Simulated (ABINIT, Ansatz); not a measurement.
# TiSnS3 (Pm-3m): zone-centre phonons, part 2 of 4

Which modes does TiSnS3 (Pm-3m) have at the zone centre?

ABINIT 10.8.3; DFT PBEsol, scalar-relativistic, plane waves, PseudoDojo norm-conserving pseudopotentials.

So far. Step 2 (Relaxing the cell and atoms): Little changed from the start: no atom moved by 0.005 Å and no cell edge by 0.1 %. Step 3 (Ground state): The cell stands at -0.032 GPa, close enough for phonons. The relaxed cell has a = 4.681 Å (conventional setting).

The structure was built from a prototype and need not be the compound's stable phase.

## Step 4: Linear response at Γ

At q = 0 one unit cell holds all displacements. The response is solved for single atoms along the cell's directions, and symmetry skips those that follow from others. The crystal is treated as a metal, which screens a static field, so no field response is asked.

File dfpt_gamma.abi:

```

# common to the responses
getwfk_filepath "gso_WFK"
kptopt 2
nqpt 1
qpt 0.0 0.0 0.0
asr 0
chneut 0

# displacements
rfphon 1
rfatpol 1 5
rfdir 1 1 1
tolvrs 1.0d-10
prtwf 0

# basis, mesh and filling
ecut 38.0
ngkpt 6 6 6
nshiftk 1
shiftk 0.0 0.0 0.0
istwfk *1
occopt 7
tsmear 0.01
nband 31
nstep 100
diemac 1000000.0
prtebands 0
prtgsr 0
useylm 1

# cell and atoms
acell 3*1.0 Angstrom
rprim 
    4.681363637 0.0 0.0
    0.0 4.681363637 0.0
    0.0 0.0 4.681363637
ntypat 3
znucl 50 22 16
natom 5
typat 1 2 3 3 3
xred 
    0.0 0.0 0.0
    0.5 0.5 0.5
    0.5 0.5 0.0
    0.5 0.0 0.5
    0.0 0.5 0.5
pp_dirpath "./pseudo"
pseudos "Sn.upf, Ti.upf, S.upf"
```

Command:

```
$ OMP_NUM_THREADS=1 mpirun -n 4 abinit dfpt_gamma.abi > dfpt_gamma.log
```

Numbers of over 12 decimals in the logs are rounded to 6 here.

dfpt_gamma.abo, the main output file:

```text
[banners, grids, parts of the stress and lines that vanish by symmetry left out]
- input  file    -> dfpt_gamma.abi
- output file    -> dfpt_gamma.abo
- root for input  files -> dfpt_gammai
- root for output files -> dfpt_gammao

 Symmetries : space group Pm -3 m (#221); Bravais cP (primitive cubic)
================================================================================
 Values of the parameters that define the memory need of the present run (RF).
     intxc =       0      iscf =       7    lmnmax =      18     lnmax =       6
     mgfft =      50  mpssoang =       3    mqgrid =    3001     natom =       5
  nloc_mem =       1    nspden =       1   nspinor =       1    nsppol =       1
      nsym =      48    n1xccc =    2501    ntypat =       3    occopt =       7
   xclevel =       2
-    mband =          31        mffmem =           1         mkmem =          28
-   mkqmem =          28        mk1mem =          28           mpw =        7809
      nfft =      125000          nkpt =         112
- my_mband =          31
================================================================================
================================================================================

--------------------------------------------------------------------------------
------------- Echo of variables that govern the present computation ------------
--------------------------------------------------------------------------------
-
- outvars: echo of selected default values
-   iomode0 =  0 , fftalg0 =312 , wfoptalg0 =  0
-
- outvars: echo of global parameters not present in the input file
-  max_nthreads =    1
-
 -outvars: echo values of preprocessed input variables
 [... echo left out ...]
================================================================================

 chkinp: Checking input parameters for consistency.

[...]
== DATASET  1 ==================================================================
-   mpi_nproc: 4, omp_nthreads: 1 (-1 if OMP is not activated)

--- !DatasetInfo
iteration_state: {dtset: 1, }
dimensions: {natom: 5, nkpt: 112, mband: 31, nsppol: 1, nspinor: 1, nspden: 1, mpw: 7809, }
cutoff_energies: {ecut:  38.0, pawecutdg:  -1.0, }
electrons: {nelect:   4.40000000E+01, charge:   0.00000000E+00, occopt:   7.00000000E+00, tsmear:   1.00000000E-02, }
meta: {optdriver: 1, rfphon: 1, }
...

 mkfilename: getwfk from: gso_WFK

 Real(R)+Recip(G) space primitive vectors, cartesian coordinates (Bohr,Bohr^-1):
 R(1)=  8.8464952  0.0000000  0.0000000  G(1)=  0.1130391  0.0000000  0.0000000
 R(2)=  0.0000000  8.8464952  0.0000000  G(2)=  0.0000000  0.1130391  0.0000000
 R(3)=  0.0000000  0.0000000  8.8464952  G(3)=  0.0000000  0.0000000  0.1130391
 Unit cell volume ucvol=  6.9233093E+02 bohr^3
 Angles (23,13,12)=  9.00000000E+01  9.00000000E+01  9.00000000E+01 degrees
 setup1 : take into account q-point for computing boxcut.

 getcut: wavevector=  0.0000  0.0000  0.0000  ngfft=  50  50  50
         ecut(hartree)=     38.000   => boxcut(ratio)=   2.03677

--- Pseudopotential description ------------------------------------------------
- pspini: atom type   1  psp file is ./pseudo/Sn.upf

- pspini: atom type   2  psp file is ./pseudo/Ti.upf

- pspini: atom type   3  psp file is ./pseudo/S.upf

   3.22829234E+03                                ecore*ucvol(ha*bohr**3)
--------------------------------------------------------------------------------

 ==>  initialize data related to q vector <==

 The list of irreducible perturbations for this q vector is:
    1)    idir= 1    ipert=   1
    2)    idir= 1    ipert=   2
    3)    idir= 1    ipert=   3
    4)    idir= 3    ipert=   3

[...]
The perturbation idir=   2  ipert=   1 is
 symmetric of a previously calculated perturbation.
 So, its SCF calculation is not needed.

 The perturbation idir=   3  ipert=   1 is
 symmetric of a previously calculated perturbation.
 So, its SCF calculation is not needed.

 The perturbation idir=   2  ipert=   2 is
 symmetric of a previously calculated perturbation.
 So, its SCF calculation is not needed.

 The perturbation idir=   3  ipert=   2 is
 symmetric of a previously calculated perturbation.
 So, its SCF calculation is not needed.

[...]
The perturbation idir=   2  ipert=   5 is
 symmetric of a previously calculated perturbation.
 So, its SCF calculation is not needed.

 The perturbation idir=   3  ipert=   5 is
 symmetric of a previously calculated perturbation.
 So, its SCF calculation is not needed.

--------------------------------------------------------------------------------
 Perturbation wavevector (in red.coord.)   0.000000  0.000000  0.000000
 Perturbation : displacement of atom   1   along direction   1
 Found     8 symmetries that leave the perturbation invariant.

[...]
dfpt_looppert : total number of electrons, from k and k+q
  fully or partially occupied states are    4.400000E+01 and    4.400000E+01.
 Initialisation of the first-order wave-functions :
  ireadwf=   0

--- !BeginCycle
iteration_state: {dtset: 1, }
solver: {iscf: 7, nstep: 100, nline: 4, wfoptalg: 0, }
tolerances: {tolvrs: 1.00E-10, }
...

     iter   2DEtotal(Ha)        deltaE(Ha) residm    vres2
-ETOT  1   4.069296     -2.612E+04 3.385E+01 8.176E+02
 ETOT  2  -2.186096     -6.255E+00 8.509E-02 3.391E+02
 ETOT  3  -2.300973     -1.149E-01 7.594E-03 4.093E+00
 ETOT  4  -2.301762     -7.888E-04 3.984E-03 1.907E+00
 ETOT  5  -2.302294     -5.321E-04 8.237E-04 2.760E-02
[...]
At SCF step   13       vres2   =  1.89E-12 < tolvrs=  1.00E-10 =>converged.
[...]
Mean square residual over all n,k,spin=   27.004E-10; max=  24.372E-07

 Thirteen components of 2nd-order total energy (hartree) are
 1,2,3: 0th-order hamiltonian combined with 1st-order wavefunctions
     kin0=   3.36172808E+04 eigvalue=   2.84721904E+03  local=  -1.62800258E+04
 4,5,6: 1st-order hamiltonian combined with 1st and 0th-order wfs
 loc psp =  -6.93240208E+03  Hartree=   2.28253481E+03     xc=  -4.21716761E+02
 note that "loc psp" includes a xc core correction that could be resolved
 7,8,9: eventually, occupation + non-local contributions
    edocc=   1.59728046E+01     enl0=   4.06384240E+03   enl1=  -4.53178126E+04
 1-9 gives the relaxation energy (to be shifted if some occ is /=2.0)
   erelax=  -2.61251073E+04
 10,11,12 Non-relaxation  contributions : frozen-wavefunctions and Ewald
 fr.local=   3.13552210E+03 fr.nonlo=   2.26455612E+04  Ewald=   1.98868801E+02
 13,14 Frozen wf xc core corrections (1) and (2)
 frxc 1  =  -9.35023247E+02  frxc 2 =   1.07787615E+03
 Resulting in :
 2DEtotal=   -0.2302305228E+01 Ha. Also 2DEtotal=   -0.626489168171E+02 eV
    (2DErelax=   -2.6125107317E+04 Ha. 2DEnonrelax=    2.6122805012E+04 Ha)
    (  non-var. 2DEtotal :   -2.3023049713E+00 Ha)

[...]
Perturbation wavevector (in red.coord.)   0.000000  0.000000  0.000000
 Perturbation : displacement of atom   2   along direction   1
 Found     8 symmetries that leave the perturbation invariant.

[...]
dfpt_looppert : total number of electrons, from k and k+q
  fully or partially occupied states are    4.400000E+01 and    4.400000E+01.
 Initialisation of the first-order wave-functions :
  ireadwf=   0

--- !BeginCycle
iteration_state: {dtset: 1, }
solver: {iscf: 7, nstep: 100, nline: 4, wfoptalg: 0, }
tolerances: {tolvrs: 1.00E-10, }
...

     iter   2DEtotal(Ha)        deltaE(Ha) residm    vres2
-ETOT  1   8.159615     -7.672E+03 1.437E+01 1.284E+04
[...]
At SCF step   12       vres2   =  9.88E-11 < tolvrs=  1.00E-10 =>converged.
[...]
Mean square residual over all n,k,spin=   73.225E-06; max=  84.937E-03

 Thirteen components of 2nd-order total energy (hartree) are
 1,2,3: 0th-order hamiltonian combined with 1st-order wavefunctions
     kin0=   5.75886954E+03 eigvalue=   5.60879143E+02  local=  -3.67831591E+03
 4,5,6: 1st-order hamiltonian combined with 1st and 0th-order wfs
 loc psp =  -7.95274836E+03  Hartree=   2.10811436E+03     xc=  -4.04475232E+02
 note that "loc psp" includes a xc core correction that could be resolved
 7,8,9: eventually, occupation + non-local contributions
    edocc=   8.96807528E+02     enl0=   2.43516925E+03   enl1=  -7.40134900E+03
 1-9 gives the relaxation energy (to be shifted if some occ is /=2.0)
   erelax=  -7.67704868E+03
 10,11,12 Non-relaxation  contributions : frozen-wavefunctions and Ewald
 fr.local=   3.84525773E+03 fr.nonlo=   3.69141928E+03  Ewald=   1.81822904E+02
 13,14 Frozen wf xc core corrections (1) and (2)
 frxc 1  =  -1.47657097E+02  frxc 2 =   1.09590461E+02
 Resulting in :
 2DEtotal=    0.3384595091E+01 Ha. Also 2DEtotal=    0.920995243049E+02 eV
    (2DErelax=   -7.6770486807E+03 Ha. 2DEnonrelax=    7.6804332758E+03 Ha)
    (  non-var. 2DEtotal :    3.3845971599E+00 Ha)

[...]
Perturbation wavevector (in red.coord.)   0.000000  0.000000  0.000000
 Perturbation : displacement of atom   3   along direction   1
 Found     4 symmetries that leave the perturbation invariant.

[...]
dfpt_looppert : total number of electrons, from k and k+q
  fully or partially occupied states are    4.400000E+01 and    4.400000E+01.
 Initialisation of the first-order wave-functions :
  ireadwf=   0

--- !BeginCycle
iteration_state: {dtset: 1, }
solver: {iscf: 7, nstep: 100, nline: 4, wfoptalg: 0, }
tolerances: {tolvrs: 1.00E-10, }
...

     iter   2DEtotal(Ha)        deltaE(Ha) residm    vres2
-ETOT  1  0.409366     -5.541E+02 1.812E+00 1.181E+03
[...]
At SCF step   12       vres2   =  3.60E-11 < tolvrs=  1.00E-10 =>converged.
[...]
Mean square residual over all n,k,spin=   65.125E-06; max=  12.087E-02

 Thirteen components of 2nd-order total energy (hartree) are
 1,2,3: 0th-order hamiltonian combined with 1st-order wavefunctions
     kin0=   5.23716275E+02 eigvalue=  -1.76859161E+01  local=  -3.60858884E+02
 4,5,6: 1st-order hamiltonian combined with 1st and 0th-order wfs
 loc psp =  -4.21155329E+02  Hartree=   1.54369868E+02     xc=  -4.31643355E+01
 note that "loc psp" includes a xc core correction that could be resolved
 7,8,9: eventually, occupation + non-local contributions
    edocc=   1.84359879E+01     enl0=   2.79897237E+02   enl1=  -6.88265134E+02
 1-9 gives the relaxation energy (to be shifted if some occ is /=2.0)
   erelax=  -5.54710231E+02
 10,11,12 Non-relaxation  contributions : frozen-wavefunctions and Ewald
 fr.local=   2.14883055E+02 fr.nonlo=   3.43479516E+02  Ewald=   9.05627008E+00
 13,14 Frozen wf xc core corrections (1) and (2)
 frxc 1  =  -6.71261880E+01  frxc 2 =   5.42233291E+01
 Resulting in :
 2DEtotal=   -0.1942491588E+00 Ha. Also 2DEtotal=   -0.528578888772E+01 eV
    (2DErelax=   -5.5471023079E+02 Ha. 2DEnonrelax=    5.5451598163E+02 Ha)
    (  non-var. 2DEtotal :   -1.9424994199E-01 Ha)

[...]
Perturbation wavevector (in red.coord.)   0.000000  0.000000  0.000000
 Perturbation : displacement of atom   3   along direction   3
 Found     8 symmetries that leave the perturbation invariant.

--------------------------------------------------------------------------------

--------------------------------------------------------------------------------

 dfpt_looppert : total number of electrons, from k and k+q
  fully or partially occupied states are    4.400000E+01 and    4.400000E+01.
 Initialisation of the first-order wave-functions :
  ireadwf=   0

--- !BeginCycle
iteration_state: {dtset: 1, }
solver: {iscf: 7, nstep: 100, nline: 4, wfoptalg: 0, }
tolerances: {tolvrs: 1.00E-10, }
...

     iter   2DEtotal(Ha)        deltaE(Ha) residm    vres2
-ETOT  1   13.342748928353     -5.860E+02 1.922E+00 1.207E+04
[...]
ETOT 12   10.268966770343     -2.069E-11 3.045E-01 1.275E-09
 ETOT 13   10.268966770342     -1.364E-12 1.631E-01 1.648E-11

 At SCF step   13       vres2   =  1.65E-11 < tolvrs=  1.00E-10 =>converged.
[...]
Mean square residual over all n,k,spin=   14.063E-05; max=  16.313E-02

 Thirteen components of 2nd-order total energy (hartree) are
 1,2,3: 0th-order hamiltonian combined with 1st-order wavefunctions
     kin0=   5.81426389E+02 eigvalue=  -1.30588181E+01  local=  -4.05455856E+02
 4,5,6: 1st-order hamiltonian combined with 1st and 0th-order wfs
 loc psp =  -4.30261940E+02  Hartree=   1.73335929E+02     xc=  -4.44229004E+01
 note that "loc psp" includes a xc core correction that could be resolved
 7,8,9: eventually, occupation + non-local contributions
    edocc=   2.67605555E+01     enl0=   2.70448725E+02   enl1=  -7.47806108E+02
 1-9 gives the relaxation energy (to be shifted if some occ is /=2.0)
   erelax=  -5.89034024E+02
 10,11,12 Non-relaxation  contributions : frozen-wavefunctions and Ewald
 fr.local=  -7.93498043E+01 fr.nonlo=   3.87696353E+02  Ewald=   3.05759507E+02
 13,14 Frozen wf xc core corrections (1) and (2)
 frxc 1  =  -6.64672920E+01  frxc 2 =   5.16642272E+01
 Resulting in :
 2DEtotal=    0.1026896677E+02 Ha. Also 2DEtotal=    0.279432821135E+03 eV
    (2DErelax=   -5.8903402414E+02 Ha. 2DEnonrelax=    5.9930299091E+02 Ha)
    (  non-var. 2DEtotal :    1.0268966940E+01 Ha)

[...]
---- first-order wavefunction calculations are completed ----

 ==> Compute Derivative Database <==

 [... matrices left out ...]
  Phonon wavevector (reduced coordinates) :  0.00000  0.00000  0.00000
 Phonon energies in Hartree :
  -5.858210E-04 -5.858210E-04 -5.858210E-04 -3.373049E-04 -3.373049E-04
  -3.373049E-04  1.861286E-05  1.861286E-05  1.861286E-05  2.102113E-04
   2.102113E-04  2.102113E-04  1.712270E-03  1.712270E-03  1.712270E-03
 Phonon frequencies in cm-1    :
- -1.285728E+02 -1.285728E+02 -1.285728E+02 -7.402987E+01 -7.402987E+01
- -7.402987E+01  4.085050E+00  4.085050E+00  4.085050E+00  4.613606E+01
-  4.613606E+01  4.613606E+01  3.757998E+02  3.757998E+02  3.757998E+02

== END DATASET(S) ==============================================================
================================================================================

 -outvars: echo values of variables after computation
            acell      1.8897261259E+00  1.8897261259E+00  1.8897261259E+00 Bohr
           etotal      1.0268966770E+01
            fcart      0.0000000000E+00  0.0000000000E+00  0.0000000000E+00
           strten      0.0000000000E+00  0.0000000000E+00  0.0000000000E+00
================================================================================
```

Wall time 9.2 min (4 MPI ranks of Arm Neoverse V1, shared host).

Read from the output:

```yaml
largest_acoustic_frequency_at_the_zone_centre_before_the_sum_rule: 4.09 cm⁻¹
highest_optical_zone_centre_mode_no_lo_to_term: 375.8 cm⁻¹
lowest_optical_zone_centre_mode: -128.6 cm⁻¹
```

The acoustic modes at Γ come out as far as 4.1 cm⁻¹ from zero, where they should vanish, a small numerical error. The lowest optical mode is imaginary, 129i cm⁻¹, an instability at this level and on this k mesh.

(Part 2 of 4 ends here.)

[Host names and launcher messages were left out of these logs when they were recorded.]

[Logs are printed without paths, hosts, clocks, repeated set-up lines and the standing remarks that a program may print on its own settings, such as how far it seeks lower states.]

[Hosts, paths, dates, database ids (printed as entryN), source tags and the programs' standing remarks are cut or masked in the printed files.]
